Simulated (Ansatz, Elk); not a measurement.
# Bonding as seen by X-rays: LiScMnGe2, part 2 of 2

The structure of LiScMnGe2 used here is made up (a known structure type with other elements) and was relaxed beforehand with PBEsol. The aim is the Fourier transform of its all-electron density, F(hkl), set beside the sum over free spherical atoms that refinements use.

Elk 11.2.3 (patched build); all-electron DFT.

So far: Starting point; Ground state and structure factors; The magnetisation density.

The structure was built from a prototype and need not be the compound's stable phase.

### Step 4. The highest occupied states alone

Level of this step: DFT, PBE, all-electron APW+lo, Dirac cores, scalar-relativistic bands, static density, ferromagnetic start (Elk).

An energy window below the Fermi level keeps the highest occupied states, to see at which angles they scatter; shallow core shells can lie inside it and anion s states outside. No new self-consistency is needed.

The input, elk.in:

```
tasks
  195

xctype
  20

spinpol
  .true.

rgkmax
  7.0

gmaxvr
  14.0

lmaxo
  7

lmaxapw
  8

swidth
  0.002

tshift
  .false.

ramdisk
  .false.

hmaxvr
  5.5

maxscl
  120

epspot
  1e-06

reducebf
  0.8

wsfac
  -0.110310 0.557180

sppath
  './'

avec
  -3.60324040985 3.60324040985 10.23342065453
  3.60324040985 -3.60324040985 10.23342065453
  3.60324040985 3.60324040985 -10.23342065453

atoms
  4
  'Ge.in'
  2
  0.3883139712 0.3883139712 0.0000000000   0.000000 0.000000 0.000000
  0.6116860288 0.6116860288 0.0000000000   0.000000 0.000000 0.000000
  'Mn.in'
  1
  0.2500000000 0.7500000000 0.5000000000   0.000000 0.000000 -0.135000
  'Sc.in'
  1
  -0.0000000000 -0.0000000000 -0.0000000000   0.000000 0.000000 0.000000
  'Li.in'
  1
  0.7500000000 0.2500000000 0.5000000000   0.000000 0.000000 0.000000

ngridk
  7 7 7
```

The run is started by

```
OMP_NUM_THREADS=4 elk
```

Numbers of over 12 decimals in the logs are rounded to 6 here.

The program printed:

```text
┌─────────────────────────────────┐
│ Elk code version 11.2.3 started │
└─────────────────────────────────┘

Info(readinput): the functional depends on the density's gradient
 muffin-tin radial points multiplied by    2.00000
 (not where nrmtscf is given)

┌────────────────────┐
│ Current task : 195 │
└────────────────────┘
Info(checkmt): changed muffin-tin radius of species 1 (Ge) from   2.4000 to   2.1985
Info(checkmt): changed muffin-tin radius of species 2 (Mn) from   2.4000 to   2.3338

Info(sfacrho): density structure factors written to SFACRHO.OUT

 Energy window :  -0.1103100000      0.5571800000

┌──────────────────┐
│ Elk code stopped │
└──────────────────┘
```

Elapsed: 13 s, on 4 threads of Arm Neoverse V1, shared host; peak memory 0.19 GiB.

States within 10 eV below the Fermi level hold 18.24 electrons; any levels below the window count with the cores, and a count that is not whole means the window cuts a band. Their amplitudes can exceed the total, where window and core parts have opposite phase:

```csv
hkl,sin θ/λ (Å⁻¹),"abs F, window","abs F, all"
002,0.092,3.937,3.143
101,0.139,4.446,32.241
004,0.185,2.290,12.660
110,0.185,1.829,46.369
103,0.191,3.359,45.272
112,0.207,3.252,43.674
114,0.262,1.933,48.985
200,0.262,2.212,78.217
105,0.266,2.168,58.418
006,0.277,1.643,26.714
```

### Step 5. Another functional

The difference from free atoms is small, so it is set against the change that LDA (Perdew-Wang) makes.

elk.in: that of step 4 with these lines changed.

```diff
@@ -1,6 +1,8 @@
 tasks
+  0
   195
+  196
 
 xctype
-  20
+  3
 
@@ -42,5 +44,2 @@
 
-wsfac
-  -0.110310 0.557180
-
 sppath
```

The run is started by

```
OMP_NUM_THREADS=4 elk
```

The program printed:

```text
┌─────────────────────────┐
│ Elk code version 11.2.3 │
└─────────────────────────┘

All units are atomic (Hartree, Bohr, etc.)

┌─────────────────────────────────────────────────┐
│ Ground-state run starting from atomic densities │
└─────────────────────────────────────────────────┘

Lattice vectors :
  -3.603240410       3.603240410       10.23342065
   3.603240410      -3.603240410       10.23342065
   3.603240410       3.603240410      -10.23342065

Reciprocal lattice vectors :
 -0.1748209776E-16  0.8718798349      0.3069934052
[...]
error                       :   0.2335025796E-02

Moments :
 interstitial                :   0.1533141551
 muffin-tins
  species : 1 (Ge)
[...]
species : 2 (Mn)
[...]
species : 3 (Sc)
   atom 1                    :   0.7764932846E-01
  species : 4 (Li)
   atom 1                    :  -0.1013555299E-01
 total in muffin-tins        :    2.684762930
 total moment                :    2.838077085

┌──────────────────────────────┐
│ Self-consistent loop stopped │
└──────────────────────────────┘

Warning : core states of species 1 leak from the muffin-tin :   0.1085139860E-02

Wrote STATE.OUT
[key lines of the parts left out:]
total energy                :     -6118.9030062132
```

The job ended after 4.3 min (4 threads; peak memory 0.24 GiB).

Against the first run R = 0.06 %; the largest change is -0.068 at 220. The moment goes from 2.94 to 2.84 μB.

### Step 6. A coarser k-mesh

About half the k-points along each axis test the sampling.

elk.in: that of step 5 with these lines changed.

```diff
@@ -6,3 +6,3 @@
 xctype
-  3
+  20
 
@@ -69,2 +69,2 @@
 ngridk
-  7 7 7
+  4 4 4
```

The run is started by

```
OMP_NUM_THREADS=4 elk
```

The program printed:

```text
┌─────────────────────────┐
│ Elk code version 11.2.3 │
└─────────────────────────┘

All units are atomic (Hartree, Bohr, etc.)

┌─────────────────────────────────────────────────┐
│ Ground-state run starting from atomic densities │
└─────────────────────────────────────────────────┘

Lattice vectors :
  -3.603240410       3.603240410       10.23342065
   3.603240410      -3.603240410       10.23342065
   3.603240410       3.603240410      -10.23342065

Reciprocal lattice vectors :
 -0.1748209776E-16  0.8718798349      0.3069934052
[...]
error                       :   0.2262342223E-02

Moments :
 interstitial                :   0.9500285968E-01
 muffin-tins
  species : 1 (Ge)
[...]
species : 2 (Mn)
[...]
species : 3 (Sc)
   atom 1                    :   0.5503840481E-01
  species : 4 (Li)
   atom 1                    :  -0.1613012561E-01
 total in muffin-tins        :    2.720360726
 total moment                :    2.815363586

┌──────────────────────────────┐
│ Self-consistent loop stopped │
└──────────────────────────────┘

Warning : core states of species 1 leak from the muffin-tin :   0.1058685613E-02

Wrote STATE.OUT
[key lines of the parts left out:]
total energy                :     -6128.6557734712
```

Wall time 3.9 min (4 threads); peak memory 0.43 GiB; 14 min of CPU time.

Against the first run R = 0.01 %; the largest change is -0.005 at 220. The moment goes from 2.94 to 2.82 μB.

### Step 7. Settings against the effect

```csv
run,R against the first run (%),"R against neutral atoms, low angle (%)",wall time
"PBE, rgkmax 7",0.00,0.64,9.8 min
LDA (Perdew-Wang),0.06,0.65,4.3 min
k-mesh 4×4×4,0.01,0.64,3.9 min
```

### Step 8. Outcome

| Quantity | Value |
| --- | --- |
| R against neutral atoms, sin θ/λ < 0.3 Å⁻¹ | 0.64 % |
| R against neutral atoms, 0.3 to 0.83 Å⁻¹ | 0.19 % |
| magnetic form factor over free-ion ⟨j0⟩, 0.12 to 0.35 Å⁻¹ | 0.97 |

In words: Independent neutral atoms miss the calculated amplitudes by R = 0.64 % below 0.3 Å⁻¹ and 0.19 % from there to 0.83 Å⁻¹; by shells, 0.73 % below 0.15 Å⁻¹ (2 forms), 0.63 % 0.15 to 0.3 (10 forms), 0.31 % 0.3 to 0.45 (17 forms), 0.16 % above 0.45 (108 forms). Bonding, aspherical density and the tables' own atoms all enter these figures, and the runs don't part them. The largest change of an amplitude is -0.54 electrons, at 200. R counts amplitudes alone; phases shift too. The magnetic order is that of the start. No other order was tried here, and an antiferromagnetic one would change or move the magnetic intensity. Between 0.12 and 0.35 Å⁻¹ the magnetic form factor is 0.97 times the free-ion one. The sphere holds 2.86 of the 2.94 μB; that share, the choice of ion, the size of the d shell and its asphericity all move this ratio. The window's part falls from 18.2 electrons at the origin to at most 0.89 between 0.45 and 0.83 Å⁻¹, where compact states inside the window still scatter. Below 0.3 Å⁻¹ the changes that finished (LDA (Perdew-Wang) and k-mesh 4×4×4) move F by R = 0.03 % at most, against the 0.64 % that separates it from free atoms. The magnetic factors move by R = 5.7 % (LDA (Perdew-Wang)) and 2.6 % (k-mesh 4×4×4), so they aren't settled to better than that. The basis has no finished test. Part of the difference isn't bonding: the tables are fits to free atoms and ions calculated by other methods than this functional. Thermal motion, anomalous dispersion and extinction are left out.

[Logs are printed without paths, hosts, clocks, repeated set-up lines and the standing remarks that a program may print on its own settings, such as how far it seeks lower states.]

[Hosts, paths, dates, database ids (printed as entryN), source tags and the programs' standing remarks are cut or masked in the printed files.]
